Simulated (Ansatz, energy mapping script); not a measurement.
# GdN in the rock-salt structure: exchange couplings from total energies, part 3 of 3

How strongly do the moments of GdN in the rock-salt structure couple under PBE+U (6 eV)? The plan is to run several orders and fit a Heisenberg model.

PBE with U = 6 eV on Gd f, ortho-atomic projectors; plane waves, U on orthogonalised atomic orbitals unless named otherwise, collinear spin, no spin–orbit coupling.

So far. Step 8 (Order 5: parallel, cell C of 6 atoms): The run ends ferromagnetic. For each magnetic atom its energy differs from the parallel run of the first cell by -0.13 meV, an error that one common reference would have brought in. Step 9 (Run 6 (uncompensated ++−; cell C, 6 atoms)): The run ends ferrimagnetic, 9.70 meV a magnetic atom above the parallel order of its cell.

## 10. Run 7 (parallel; cell D, 6 atoms)

The parallel order again, as the reference for this cell.

This run holds the same structure in another cell (b 5.004 → 3.538 Å, c 6.129 → 7.912 Å, α 114.1 → 102.9°, β 106.8 → 102.9°).

input.yaml reads:

```yaml
crystal:
  lattice:
    - [0.0, 2.502081428, 2.502081428]
    - [0.0, 2.502081428, -2.502081428]
    - [-7.506244284, -2.502081428, 0.0]
  atoms:
    - { symbol: Gd, position: [0.0, 0.0, 0.0], spin: 7.0 }
    - { symbol: Gd, position: [0.333333333, 0.333333333, 0.666666667], spin: 7.0 }
    - { symbol: Gd, position: [0.666666667, 0.666666667, 0.333333333], spin: 7.0 }
    - { symbol: "N", position: [0.833333333, 0.833333333, 0.666666667] }
    - { symbol: "N", position: [0.166666667, 0.166666667, 0.333333333] }
    - { symbol: "N", position: [0.5, 0.5, 0.0] }
magnetization:
  spin_polarized: true
kpoints:
  mp_grid: { grid: [11, 11, 11] }
hamiltonian:
  xc: pbe
  hubbard:
    sites:
      - { species: Gd, l: f, u_eff: 6.0 }
      - { site: 0, l: f, u_eff: 6.0, starting_ns: [{ spin: up, occupation_matrix: gd1_major }, { spin: down, occupation_matrix: gd1_minor }] }
      - { site: 1, l: f, u_eff: 6.0, starting_ns: [{ spin: up, occupation_matrix: gd1_major }, { spin: down, occupation_matrix: gd1_minor }] }
      - { site: 2, l: f, u_eff: 6.0, starting_ns: [{ spin: up, occupation_matrix: gd1_major }, { spin: down, occupation_matrix: gd1_minor }] }
    projectors: ortho-atomic
    occupation_matrices:
      gd1_major:
        matrix:
          - [0.998, 0.0, 0.0, 0.0, 0.0, 0.0, 0.0]
          - [0.0, 0.999, 0.0, 0.0, 0.0, 0.0, 0.0]
          - [0.0, 0.0, 0.999, 0.0, 0.0, 0.0, 0.0]
          - [0.0, 0.0, 0.0, 0.999, 0.0, 0.0, 0.0]
          - [0.0, 0.0, 0.0, 0.0, 0.999, 0.0, 0.0]
          - [0.0, 0.0, 0.0, 0.0, 0.0, 0.998, 0.0]
          - [0.0, 0.0, 0.0, 0.0, 0.0, 0.0, 0.998]
      gd1_minor:
        matrix:
          - [0.011, 0.0, 0.0, 0.0, 0.0, 0.0, 0.0]
          - [0.0, 0.007, 0.0, 0.0, 0.0, -0.004, 0.0]
          - [0.0, 0.0, 0.007, 0.0, 0.0, 0.0, 0.004]
          - [0.0, 0.0, 0.0, 0.004, 0.0, 0.0, 0.0]
          - [0.0, 0.0, 0.0, 0.0, 0.001, 0.0, 0.0]
          - [0.0, -0.004, 0.0, 0.0, 0.0, 0.009, 0.0]
          - [0.0, 0.0, 0.004, 0.0, 0.0, 0.0, 0.009]
scf:
  occupations: { method: fermi_dirac, width: 0.05 }
output:
  eigenvalues: true
```

Launch:

```bash
$ ansatz run input.yaml --threads 4 --pin off --max-ram 8192MiB --backend cpu --events-out ev --progress --plain --runs-dir out
```

Numbers of over 12 decimals in the logs are rounded to 6 here.

The program printed:

```text
[...]
Crystal: 6 atoms, lattice volume = 93.984 Å³
Basis set: ecut = 420 eV, 1857 PW (Γ)
Bands: 54, of which v1, the nominal top of the filled ones, is band 35 counted from 1 (34 counted from 0)
Symmetry: 24 space group operations
k-points: 216 of 1331
[...]
Starting moments: Σ|m| = 21 μB on 3 of 6 sites
[...]
k-point 1 ↑: bands = [... 31 lower, 7.7921, 7.8062, 7.8546, 7.8547, 7.8547, 11.6786, 12.0669, 13.9287, ... 15 higher]
  k-point 2 ↑: bands = [... 31 lower, 7.7958, 7.8028, 7.8510, 7.8514, 7.8514, 11.6173, 12.3296, 13.9177, ... 15 higher]
  k-point 215 ↓: bands = [... 31 lower, 18.9499, 18.9569, 18.9872, 18.9947, 19.0154, 19.0180, 19.0324, 19.0426, ... 15 higher]
Occupation matrices written to <dir>
[key lines of the parts left out:]
SCF converged after 13 iterations
Magnetization: 20.9999 μB (44.9999 up, 24.0001 down)
Free energy (F): -29157.247097 eV
Fermi energy:    14.345521 eV
```

Elapsed: 39 s, on 4 threads of Arm Neoverse V2, shared host; peak memory 1.8 GiB.

The run ends ferromagnetic. For each magnetic atom its energy differs from the parallel run of the first cell by -0.20 meV, an error that one common reference would have brought in.

## 11. Uncompensated ++− start in cell D (6 atoms)

This order reverses 5.33 of the 12 neighbours at 3.54 Å, 1.33 of the 6 neighbours at 5.00 Å and 16 of the 24 neighbours at 6.13 Å, counted for an average magnetic atom.

Changes to input.yaml since step 10:

```diff
@@ -8,3 +8,3 @@
     - { symbol: Gd, position: [0.333333333, 0.333333333, 0.666666667], spin: 7.0 }
-    - { symbol: Gd, position: [0.666666667, 0.666666667, 0.333333333], spin: 7.0 }
+    - { symbol: Gd, position: [0.666666667, 0.666666667, 0.333333333], spin: -7.0 }
     - { symbol: "N", position: [0.833333333, 0.833333333, 0.666666667] }
@@ -23,3 +23,3 @@
       - { site: 1, l: f, u_eff: 6.0, starting_ns: [{ spin: up, occupation_matrix: gd1_major }, { spin: down, occupation_matrix: gd1_minor }] }
-      - { site: 2, l: f, u_eff: 6.0, starting_ns: [{ spin: up, occupation_matrix: gd1_major }, { spin: down, occupation_matrix: gd1_minor }] }
+      - { site: 2, l: f, u_eff: 6.0, starting_ns: [{ spin: up, occupation_matrix: gd1_minor }, { spin: down, occupation_matrix: gd1_major }] }
     projectors: ortho-atomic
```

The program printed:

```text
[...]
Crystal: 6 atoms, lattice volume = 93.984 Å³
Basis set: ecut = 420 eV, 1857 PW (Γ)
Bands: 54, of which v1, the nominal top of the filled ones, is band 35 counted from 1 (34 counted from 0)
Symmetry: 8 space group operations
k-points: 216 of 1331
[...]
Starting moments: Σ|m| = 21 μB on 3 of 6 sites
[...]
k-point 1 ↑: bands = [... 31 lower, 13.7057, 13.7057, 13.9631, 13.9631, 14.1736, 14.3379, 14.3379, 14.3391, ... 15 higher]
  k-point 2 ↑: bands = [... 31 lower, 13.7029, 13.7029, 13.8141, 13.9824, 13.9824, 14.2374, 14.2800, 14.2800, ... 15 higher]
  k-point 215 ↓: bands = [... 31 lower, 14.6682, 16.0579, 16.7953, 18.5846, 18.9471, 18.9566, 18.9944, 18.9946, ... 15 higher]
Occupation matrices written to <dir>
[key lines of the parts left out:]
SCF converged after 13 iterations
Magnetization: 6.9987 μB (37.9994 up, 31.0006 down)
Free energy (F): -29157.223327 eV
Fermi energy:    14.260621 eV
```

It took 47 s on 4 threads; peak memory 1.9 GiB.

The run ends ferrimagnetic, 7.90 meV a magnetic atom above the parallel order of its cell.

## 12. Run 9 (parallel; cell E, 6 atoms)

A new cell needs its own zero of energy.

This run holds the same structure in another cell (c 7.912 → 8.667 Å, α 102.9 → 90.0°, β 102.9 → 90.0°, γ 90.0 → 120.0°).

Changes to input.yaml since step 11:

```diff
@@ -3,11 +3,11 @@
     - [0.0, 2.502081428, 2.502081428]
-    - [0.0, 2.502081428, -2.502081428]
-    - [-7.506244284, -2.502081428, 0.0]
+    - [-2.502081428, 0.0, -2.502081428]
+    - [-5.004162856, -5.004162856, 5.004162856]
   atoms:
     - { symbol: Gd, position: [0.0, 0.0, 0.0], spin: 7.0 }
-    - { symbol: Gd, position: [0.333333333, 0.333333333, 0.666666667], spin: 7.0 }
-    - { symbol: Gd, position: [0.666666667, 0.666666667, 0.333333333], spin: -7.0 }
-    - { symbol: "N", position: [0.833333333, 0.833333333, 0.666666667] }
-    - { symbol: "N", position: [0.166666667, 0.166666667, 0.333333333] }
-    - { symbol: "N", position: [0.5, 0.5, 0.0] }
+    - { symbol: Gd, position: [0.333333333, 0.666666667, 0.666666667], spin: 7.0 }
+    - { symbol: Gd, position: [0.666666667, 0.333333333, 0.333333333], spin: 7.0 }
+    - { symbol: "N", position: [0.666666667, 0.333333333, 0.833333333] }
+    - { symbol: "N", position: [0.0, 0.0, 0.5] }
+    - { symbol: "N", position: [0.333333333, 0.666666667, 0.166666667] }
 magnetization:
@@ -15,3 +15,3 @@
 kpoints:
-  mp_grid: { grid: [11, 11, 11] }
+  mp_grid: { grid: [12, 12, 4] }
 hamiltonian:
@@ -23,3 +23,3 @@
       - { site: 1, l: f, u_eff: 6.0, starting_ns: [{ spin: up, occupation_matrix: gd1_major }, { spin: down, occupation_matrix: gd1_minor }] }
-      - { site: 2, l: f, u_eff: 6.0, starting_ns: [{ spin: up, occupation_matrix: gd1_minor }, { spin: down, occupation_matrix: gd1_major }] }
+      - { site: 2, l: f, u_eff: 6.0, starting_ns: [{ spin: up, occupation_matrix: gd1_major }, { spin: down, occupation_matrix: gd1_minor }] }
     projectors: ortho-atomic
```

The program printed:

```text
[...]
Crystal: 6 atoms, lattice volume = 93.984 Å³
Basis set: ecut = 420 eV, 1835 PW (Γ)
Bands: 54, of which v1, the nominal top of the filled ones, is band 35 counted from 1 (34 counted from 0)
Symmetry: 12 space group operations
k-points: 164 of 576
[...]
Starting moments: Σ|m| = 21 μB on 3 of 6 sites
[...]
k-point 1 ↑: bands = [... 31 lower, 7.8462, 7.8562, 7.8585, 7.8608, 7.8907, 10.2845, 11.8739, 11.9588, ... 15 higher]
  k-point 2 ↑: bands = [... 31 lower, 7.8316, 7.8572, 7.8572, 7.8611, 7.9587, 10.0271, 11.8324, 11.8324, ... 15 higher]
  k-point 163 ↓: bands = [... 31 lower, 18.9231, 18.9231, 18.9961, 18.9961, 19.0166, 19.0166, 19.0767, 19.0767, ... 15 higher]
Occupation matrices written to <dir>
[key lines of the parts left out:]
SCF converged after 12 iterations
Magnetization: 20.9999 μB (44.9999 up, 24.0001 down)
Free energy (F): -29157.246468 eV
Fermi energy:    14.333254 eV
```

Wall time 30 s (4 threads); peak memory 1.5 GiB; 1.9 min of CPU time.

The run ends ferromagnetic. For each magnetic atom its energy differs from the parallel run of the first cell by 0.09 meV, an error that one common reference would have brought in.

## 13. Uncompensated ++− start in cell E (6 atoms)

This order reverses 4 of the 12 neighbours at 3.54 Å, 4 of the 6 neighbours at 5.00 Å and 12 of the 24 neighbours at 6.13 Å, counted for an average magnetic atom.

Changes to input.yaml since step 12:

```diff
@@ -8,3 +8,3 @@
     - { symbol: Gd, position: [0.333333333, 0.666666667, 0.666666667], spin: 7.0 }
-    - { symbol: Gd, position: [0.666666667, 0.333333333, 0.333333333], spin: 7.0 }
+    - { symbol: Gd, position: [0.666666667, 0.333333333, 0.333333333], spin: -7.0 }
     - { symbol: "N", position: [0.666666667, 0.333333333, 0.833333333] }
@@ -23,3 +23,3 @@
       - { site: 1, l: f, u_eff: 6.0, starting_ns: [{ spin: up, occupation_matrix: gd1_major }, { spin: down, occupation_matrix: gd1_minor }] }
-      - { site: 2, l: f, u_eff: 6.0, starting_ns: [{ spin: up, occupation_matrix: gd1_major }, { spin: down, occupation_matrix: gd1_minor }] }
+      - { site: 2, l: f, u_eff: 6.0, starting_ns: [{ spin: up, occupation_matrix: gd1_minor }, { spin: down, occupation_matrix: gd1_major }] }
     projectors: ortho-atomic
```

The program printed:

```text
[...]
Crystal: 6 atoms, lattice volume = 93.984 Å³
Basis set: ecut = 420 eV, 1835 PW (Γ)
Bands: 54, of which v1, the nominal top of the filled ones, is band 35 counted from 1 (34 counted from 0)
Symmetry: 4 space group operations
k-points: 164 of 576
[...]
Starting moments: Σ|m| = 21 μB on 3 of 6 sites
[...]
k-point 1 ↑: bands = [... 31 lower, 11.9749, 11.9749, 12.8270, 12.8270, 13.8458, 14.0670, 14.0670, 16.9673, ... 15 higher]
  k-point 2 ↑: bands = [... 31 lower, 11.8624, 12.6795, 13.0517, 13.3047, 13.3047, 13.6267, 13.6267, 16.9378, ... 15 higher]
  k-point 163 ↓: bands = [... 31 lower, 15.3658, 15.8738, 18.7656, 18.8784, 18.8987, 18.9205, 18.9809, 18.9962, ... 15 higher]
Occupation matrices written to <dir>
[key lines of the parts left out:]
SCF converged after 13 iterations
Magnetization: 6.9980 μB (37.9990 up, 31.0010 down)
Free energy (F): -29157.225347 eV
Fermi energy:    14.249728 eV
```

Elapsed: 35 s, on 4 threads; peak memory 1.6 GiB; 2.3 min of CPU time.

The run ends ferrimagnetic, 6.89 meV a magnetic atom above the parallel order of its cell.

## 14. From energies to couplings

Each energy difference is a sum of couplings weighted by the pairs that the order reverses. A few near shells are fitted to the differences by least squares. Energies are those extrapolated to zero occupation width, not the free energies F.

The orders that converged (zero: parallel moments in the same cell):

| order | atoms | energy (meV a magnetic atom) | moments (μB) | moments kept as typed | opposed neighbours at 3.54, 5.00, 6.13 Å |
| --- | --- | --- | --- | --- | --- |
| parallel in cell A | 4 | 0.00 | 6.94 | yes | 0, 0, 0 |
| compensated +− in cell A | 4 | 9.60 | 6.93 | yes | 6, 6, 12 |
| parallel in cell B | 4 | 0.00 | 6.94 | yes | 0, 0, 0 |
| compensated +− in cell B | 4 | 11.65 | 6.92 | yes | 8, 0, 16 |
| parallel in cell C | 6 | 0.00 | 6.94 | yes | 0, 0, 0 |
| uncompensated ++− in cell C | 6 | 9.70 | 6.92 to 6.93 | yes | 6.67, 2.67, 8 |
| parallel in cell D | 6 | 0.00 | 6.94 | yes | 0, 0, 0 |
| uncompensated ++− in cell D | 6 | 7.90 | 6.92 to 6.93 | yes | 5.33, 1.33, 16 |
| parallel in cell E | 6 | 0.00 | 6.94 | yes | 0, 0, 0 |
| uncompensated ++− in cell E | 6 | 6.89 | 6.93 to 6.93 | yes | 4, 4, 12 |

The Heisenberg fit (each pair counts twice, positive J is ferromagnetic):

| pair | distance (Å) | neighbours | J (meV) |
| --- | --- | --- | --- |
| Gd–Gd | 3.54 | 12 | 0.670 |
| Gd–Gd | 5.00 | 6 | 0.0897 |
| Gd–Gd | 6.13 | 24 | 0.0256 |
| Gd–Gd | 7.08 | 12 | -0.00952 |

These orders cannot tell some unfitted shells from fitted ones: the value at 3.54 Å holds J(3.54) + 4 J(9.36); other unfitted shells add to the values wholly or in part.

Adding the shell at 7.91 Å gives 0.64, 0.072, 0.021, -0.0037 and 0.022 meV and a mean-field temperature of 70.6 K, an exact solve that tests nothing.

In mean field these couplings order at 70.3 K, at q = 0 (the pattern repeats with the chemical cell).

## 15. Ordering temperature by Monte Carlo

Mean field ignores fluctuations and overstates the ordering temperature, so the model is also sampled. The heat capacity peaks where order sets in.

Classical unit spins with these couplings on 8×8×8 copies of a cell that holds the lowest order (512 spins), heat-bath sweeps, cooled from random directions, 831 sweeps to settle and 2493 measured at each temperature, averaged over 4 runs.

| T (K) | order along the lowest pattern | net moment | heat capacity (k_B a spin) |
| --- | --- | --- | --- |
| 8.43 | 0.95 | 0.95 | 1.05 |
| 14.4 | 0.91 | 0.91 | 1.12 |
| 23.4 | 0.85 | 0.85 | 1.13 |
| 29.4 | 0.80 | 0.80 | 1.33 |
| 35.4 | 0.75 | 0.75 | 1.42 |
| 44.4 | 0.65 | 0.65 | 1.65 |
| 50.4 | 0.55 | 0.55 | 1.92 |
| 56.3 | 0.39 | 0.39 | 2.28 |
| 62.3 | 0.21 | 0.21 | 1.03 |
| 71.3 | 0.12 | 0.12 | 0.35 |
| 77.3 | 0.10 | 0.10 | 0.27 |

The smoothed heat capacity peaks at 55 K.

## 16. Results

```
lowest order tried                                              : parallel
largest fitted value (a combination of shells), Gd–Gd at 3.54 Å : 0.670 meV
ordering temperature, mean field                                : 70.3 K
heat-capacity peak, Monte Carlo                                 : 55 K
```

**Reading.** Of the orders tried, GdN in the rock-salt structure prefers parallel moments under PBE+U (6 eV), and the heat capacity of the fitted model peaks near 55 K (Monte Carlo, classical spins). The largest fitted value is 0.67 meV, at 3.54 Å. It is a combination of shells that these orders cannot split, so neither its size nor its sign can be laid on that pair alone. The orders also reverse pairs at 7.91 Å, which are not fitted, so the fitted values hold their part too. With 5 differences for 4 couplings the fit misses by 0.27 meV at most, a small part of the spread. In the fitted orders moments change by up to 0.25 % against the parallel run of the same cell, so their size stays put. Every order is gapless on its mesh at this level. In a metal exchange reaches farther, and a short model of fixed moments is less apt; where the compound is in fact an insulator, these couplings come from a wrongly metallic state. Monte Carlo puts the peak at 0.78 of the mean-field temperature, since mean field leaves out fluctuations. In tests on simple cubic and body-centred models such peaks lay 5 to 6 % under the bulk value. The parallel order holds 7 μB a magnetic atom, spin 3.5; the common factor (S+1)/S would raise the classical 55 K to 70.7 K, a correction that often overshoots. The cell was built from a prototype and relaxed; a distortion that needs a larger cell, or another structure that the compound may prefer, is not captured.

[Logs and program files are shortened in this print: banners, set-up blocks, solver, clock and traceback lines can be left out without a mark of their own.]

[Logs are printed without paths, hosts, clocks, repeated set-up lines and the standing remarks that a program may print on its own settings, such as how far it seeks lower states.]

[Hosts, paths, dates, database ids (printed as entryN), source tags and the programs' standing remarks are cut or masked in the printed files.]

[Where a cell is said to come from a database of computed structures, the database is the Materials Project.]
